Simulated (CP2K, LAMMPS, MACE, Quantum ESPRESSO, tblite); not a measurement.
# Pressure against volume in amorphous 82P2O5-18La2O3 (mol %) (73 atoms), QE, PBE

Density of this cell: 3.04 g/cm³. The cell holds 73 atoms: 18 P, 4 La and 51 O. Its edges and angles: a = 10.171 Å, b = 10.171 Å, c = 10.171 Å, α = 90.0°, β = 90.0°, γ = 90.0°. 73 atoms (18 P, 4 Nd, 51 O) placed at random at 3.07 g/cm³, melted at 5000 K for 10 ps at fixed volume with the Morse and Coulomb pair potential with partial charges (Pedone, Malavasi, Menziani, Cormack and Segre, J. Phys. Chem. B 110, 11780 (2006)). Quenched from 5000 K to 300 K at 50 K/ps and fixed volume, held 10 ps at zero pressure, then minimised at fixed cell. Then Nd was replaced by La and the cell scaled by 1.011 (the potential has no terms for the new elements, so the cell is a start for a DFT relaxation). Then the atoms were relaxed with MACE MPA-0 medium in the fixed cell.

Calculated with Quantum ESPRESSO 7.5: PBE; plane waves, SSSP efficiency, 60/480 Ry; k-points Γ. The unchanged cell has V0 = 14.412 Å³ an atom and P0 = 1.745 GPa. It is scaled evenly, and MACE MPA-0 medium relaxes the atoms at each volume before the single point.

| volume (Å³/atom) | pressure (GPa) |
| --- | --- |
| 13.547 | ? |
| 13.980 | 2.476 |
| 14.845 | 0.9447 |
| 15.277 | 0.5907 |

Task: Fit a second-order expansion in ln V to the rows given and extrapolate to the withheld row.

Worked fit:

To second order in u = ln(V/V0), P = P0 − B u + ½ B B′ u², with B the bulk modulus at V0 and B′ its pressure derivative. So v = (P − P0)/u is a line in u, with intercept −B and slope ½ B B′.

```
         u   v (GPa)
-0.0304592  -23.9993
 0.0295588  -27.0850
 0.0582689  -19.8150
```

With n = 3: mean u = 0.0191228, mean v = -23.6331, Σ(u − ū)² = 0.0040997, Σ(u − ū)(v − v̄) = 0.13160. Slope b = 0.13160 / 0.0040997 = 32.099; intercept a = v̄ − b ū = -24.247.

So B = 24.2 GPa and B′ = 2b/B = 2.6. At the withheld volume u = -0.06188, v = a + b u = -26.23 GPa, and P = P0 + u v.

Prediction at 13.547: 3.368 GPa. The run gave 3.654 GPa, so the fit is low by 0.29 GPa (7.8 % of the value).

B′ = 2.6 rests on three points, and the miss at the fourth puts it in doubt. Among the rows given, the largest miss of the fit is at 15.277, by 0.15 GPa (4.9 % of the range of the table).

Limits: Static cells at zero temperature, with the cell shape held. The atoms follow MACE MPA-0 medium, not this level's own minimum.

[Logs are printed without paths, hosts, clocks, repeated set-up lines and the standing remarks that a program may print on its own settings, such as how far it seeks lower states.]

[Hosts, paths, dates, database ids (printed as entryN), source tags and the programs' standing remarks are cut or masked in the printed files.]
